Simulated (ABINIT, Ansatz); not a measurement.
# Al3GaN4 (P-43m): G0W0 on several meshes in ABINIT

How does the mesh move the gap of Al3GaN4 (P-43m)?

Program: ABINIT 10.8.3. Level of theory: PBEsol and many-body steps on it, plane waves. Results are calculated unless marked as measured.

This is a report of a sequence of runs, with most program output left out.

**1. The starting structure**

It takes space group P-43m (No. 215, cubic). Conventional cell: a = 4.401 Å, b = 4.401 Å, c = 4.401 Å, α = 90.00°, β = 90.00°, γ = 90.00°. Al has 4 N at 1.89 Å nearest. Nearest to Ga lie 4 N at 1.95 Å. Nearest to N lie 3 Al at 1.89 Å and 1 Ga at 1.95 Å. Farther neighbours and most contacts between anions are not listed.

The cell and positions are those that the Materials Project relaxed with its own functionals (PBE, PBE+U or r2SCAN), kept fixed.

**2. Empty states on the mesh, 2×2×2 mesh, 179 bands**

This step: ABINIT 10.8.3; DFT, PBEsol, plane waves, norm-conserving pseudopotentials.

The sums over transitions need many empty states on a uniform mesh; this step solves for them.

run.abi reads:

```
acell 3*1.0 Angstrom
rprim 
  4.401438530000 0.000000000000 0.000000000000
  0.000000000000 4.401438530000 0.000000000000
  0.000000000000 0.000000000000 4.401438530000
ntypat 3
znucl 13 31 7
natom 8
typat 1 1 1 2 3 3 3 3
xred 
  0.500000000000 0.500000000000 0.000000000000
  0.500000000000 0.000000000000 0.500000000000
  0.000000000000 0.500000000000 0.500000000000
  0.000000000000 0.000000000000 0.000000000000
  0.744163430000 0.744163430000 0.255836570000
  0.744163430000 0.255836570000 0.744163430000
  0.255836570000 0.744163430000 0.744163430000
  0.255836570000 0.255836570000 0.255836570000
pp_dirpath "pseudos"
pseudos "Al.upf, Ga.upf, N.upf"
ecut 45
ngkpt 2 2 2
nshiftk 1
shiftk 0 0 0
kptopt 1
chksymbreak 0
iscf -2
irdden 1
istwfk *1
nband 179
nbdbuf 16
tolwfr 1e-09
nstep 60
prtvol 0
indata_prefix "in"
outdata_prefix "out"
tmpdata_prefix "tmp"
```

On the command line:

```bash
> OMP_NUM_THREADS=1 mpirun -n 4 abinit run.abi > log
```

Elapsed: 54 s, on 4 MPI ranks of Arm Neoverse V2, shared host; peak memory 0.46 GiB.

Numbers from this step:

- gap: 3.332 eV
- k of the valence top: 0, 0, 0
- k of the conduction bottom: 0, 0, 0
- least direct gap: 3.332 eV
- k points computed: 4
- lowest point of the top converged band, above the valence top: 69.2375 eV

On this mesh the gap is 3.332 eV.

The density comes from a self-consistent run that is not shown.

**3. Screening, 2×2×2 mesh, 81 bands, screening to 114.3 eV**

The RPA dielectric matrix is built and inverted for each q.

This step: RPA screening on PBEsol, plane waves, norm-conserving pseudopotentials.

Changes to run.abi since step 2:

```diff
@@ -26,10 +26,11 @@
 chksymbreak 0
-iscf -2
-irdden 1
 istwfk *1
-nband 179
-nbdbuf 16
-tolwfr 1e-09
-nstep 60
-prtvol 0
+occopt 1
+irdwfk 1
+optdriver 3
+nband 81
+ecuteps 4.2
+inclvkb 2
+awtr 1
+symchi 1
 indata_prefix "in"
```

Run time: 16 s. Hardware: 4 MPI ranks; peak memory 1.1 GiB.

This step gave:

```
ε∞ with local fields, on this mesh, along the program's q direction : 5.731
the same without local fields                                       : 6.210
plasma frequency                                                    : 28.43 eV
plane waves in the screening matrix                                 : 251
```

Local fields lower ε∞ by 8 %. On a Γ-centred mesh this coarse the value itself is usually too large, while a short band sum pulls it down.

**4. 2×2×2**

The self-energy is evaluated for the states that the input lists, and the levels follow from it, in one-shot runs by the linearised quasiparticle equation.

This step: G0W0 on PBEsol, plane waves, norm-conserving pseudopotentials.

Changes to run.abi since step 3:

```diff
@@ -29,8 +29,15 @@
 irdwfk 1
-optdriver 3
+optdriver 4
 nband 81
+gwcalctyp 0
+ecutsigx 45
+symsigma 1
+nkptgw 1
+kptgw 
+  0.0000000000 0.0000000000 0.0000000000
+bdgw 
+  23 28
 ecuteps 4.2
-inclvkb 2
-awtr 1
-symchi 1
+irdscr 1
+ppmodel 1
 indata_prefix "in"
```

Elapsed: 4.8 s, on 4 MPI ranks; peak memory 0.9 GiB; 19 s of CPU time.

This step gave:

| Item | Value |
| --- | --- |
| G0W0 gap on the points computed | 4.273 eV |
| starting gap on the mesh | 3.332 eV |
| k of the valence top | 0, 0, 0 |
| k of the conduction bottom | 0, 0, 0 |
| Z at the valence top | 0.794 |
| Z at the conduction bottom | 0.836 |
| least direct G0W0 gap on the computed points | 4.273 eV |

The gap on the mesh goes from 3.33 eV to 4.27 eV, a correction of +0.94 eV.

**5. Empty states on the mesh, 4×4×4 mesh, 89 bands**

This step: DFT, PBEsol, plane waves, norm-conserving pseudopotentials.

Changes to run.abi since step 4:

```diff
@@ -21,3 +21,3 @@
 ecut 45
-ngkpt 2 2 2
+ngkpt 4 4 4
 nshiftk 1
@@ -26,18 +26,10 @@
 chksymbreak 0
+iscf -2
+irdden 1
 istwfk *1
-occopt 1
-irdwfk 1
-optdriver 4
-nband 81
-gwcalctyp 0
-ecutsigx 45
-symsigma 1
-nkptgw 1
-kptgw 
-  0.0000000000 0.0000000000 0.0000000000
-bdgw 
-  23 28
-ecuteps 4.2
-irdscr 1
-ppmodel 1
+nband 89
+nbdbuf 8
+tolwfr 1e-09
+nstep 60
+prtvol 0
 indata_prefix "in"
```

Elapsed: 59 s, on 4 MPI ranks; peak memory 0.44 GiB.

This step gave:

| Item | Value |
| --- | --- |
| gap | 3.332 eV |
| k of the valence top | 0, 0, 0 |
| k of the conduction bottom | 0, 0, 0 |
| least direct gap | 3.332 eV |
| k points computed | 10 |
| lowest point of the top converged band, above the valence top | 34.37 eV |

On this mesh the gap is 3.332 eV.

**6. Screening, 4×4×4 mesh, 81 bands, screening to 114.3 eV**

This step: RPA screening on PBEsol, plane waves, norm-conserving pseudopotentials.

Changes to run.abi since step 5:

```diff
@@ -26,10 +26,11 @@
 chksymbreak 0
-iscf -2
-irdden 1
 istwfk *1
-nband 89
-nbdbuf 8
-tolwfr 1e-09
-nstep 60
-prtvol 0
+occopt 1
+irdwfk 1
+optdriver 3
+nband 81
+ecuteps 4.2
+inclvkb 2
+awtr 1
+symchi 1
 indata_prefix "in"
```

Wall time 86 s (4 MPI ranks); peak memory 1.9 GiB; 5.7 min of CPU time.

Numbers from this step:

```yaml
eps_infinity_with_local_fields_on_this_mesh_along_the_program_s_q_direction: 4.668
the_same_without_local_fields: 5.087
plasma_frequency: 28.43 eV
plane_waves_in_the_screening_matrix: 251
```

**7. 4×4×4**

This step: G0W0 on PBEsol, plane waves, norm-conserving pseudopotentials.

Changes to run.abi since step 6:

```diff
@@ -29,8 +29,15 @@
 irdwfk 1
-optdriver 3
+optdriver 4
 nband 81
+gwcalctyp 0
+ecutsigx 45
+symsigma 1
+nkptgw 1
+kptgw 
+  0.0000000000 0.0000000000 0.0000000000
+bdgw 
+  23 28
 ecuteps 4.2
-inclvkb 2
-awtr 1
-symchi 1
+irdscr 1
+ppmodel 1
 indata_prefix "in"
```

Elapsed: 7.5 s, on 4 MPI ranks; peak memory 1.2 GiB.

Numbers from this step:

| Quantity | Value |
| --- | --- |
| G0W0 gap on the points computed | 4.439 eV |
| starting gap on the mesh | 3.332 eV |
| k of the valence top | 0, 0, 0 |
| k of the conduction bottom | 0, 0, 0 |
| Z at the valence top | 0.795 |
| Z at the conduction bottom | 0.839 |
| least direct G0W0 gap on the computed points | 4.439 eV |

Against G0W0 in ABINIT (2×2×2 mesh, 81 bands, screening to 114.3 eV, Godby-Needs plasmon pole), the gap moves by +0.166 eV.

**8. Side by side**

Times are wall times on 4 MPI ranks of Arm Neoverse V2, shared host, good to a factor of about two. A run's time includes the screening step that it read.

```
  run   mesh  bands  screening cutoff (eV)  DFT gap (eV)  gap on the mesh (eV)  direct (eV)  ε∞ used  time
2×2×2  2×2×2     81                  114.3         3.332                 4.273        4.273     5.73  21 s
4×4×4  4×4×4     81                  114.3         3.332                 4.439        4.439     4.67  93 s
```

**9. Summary of results**

```yaml
2x2x2: 4.273 eV
4x4x4: 4.439 eV
known_limits: not at the basis limit; no spin-orbit coupling; coarse k mesh
```

**Reading.** 4×4×4: +0.166 eV against 2×2×2. Bands and cutoff are finite, so the gap is not at the basis limit. The miss can reach some tenths of an eV and take either sign; the mesh is an error of its own. In the G0W0 runs levels were corrected at 1 k point alone, so a gap called «on the mesh» is the least over those, and an edge elsewhere would be missed. The 2×2×2 mesh is coarse for this cell, which bears on the long-range parts of exchange and screening. The many-body steps are scalar-relativistic: spin-orbit coupling is not in them.

[Paths, hosts, dates, memory and timing lines, banners, echoed tables and standing remarks are left out of the program output.]

[Logs are printed without paths, hosts, clocks, repeated set-up lines and the standing remarks that a program may print on its own settings, such as how far it seeks lower states.]

[Runs of the session that timed out or met a known fault of the program may be left out.]

[Hosts, paths, dates, database ids (printed as entryN), source tags and the programs' standing remarks are cut or masked in the printed files.]

[G0W0 gaps are taken among the corrected bands and points alone; a level outside them can change the order at an edge.]

[Where Ansatz stands beside ABINIT at settings called matched, ABINIT's density can come from a denser mesh and the files from another edition; pairs whose starting gaps differed by over 0.03 eV were left out, so agreement reads better than it is.]
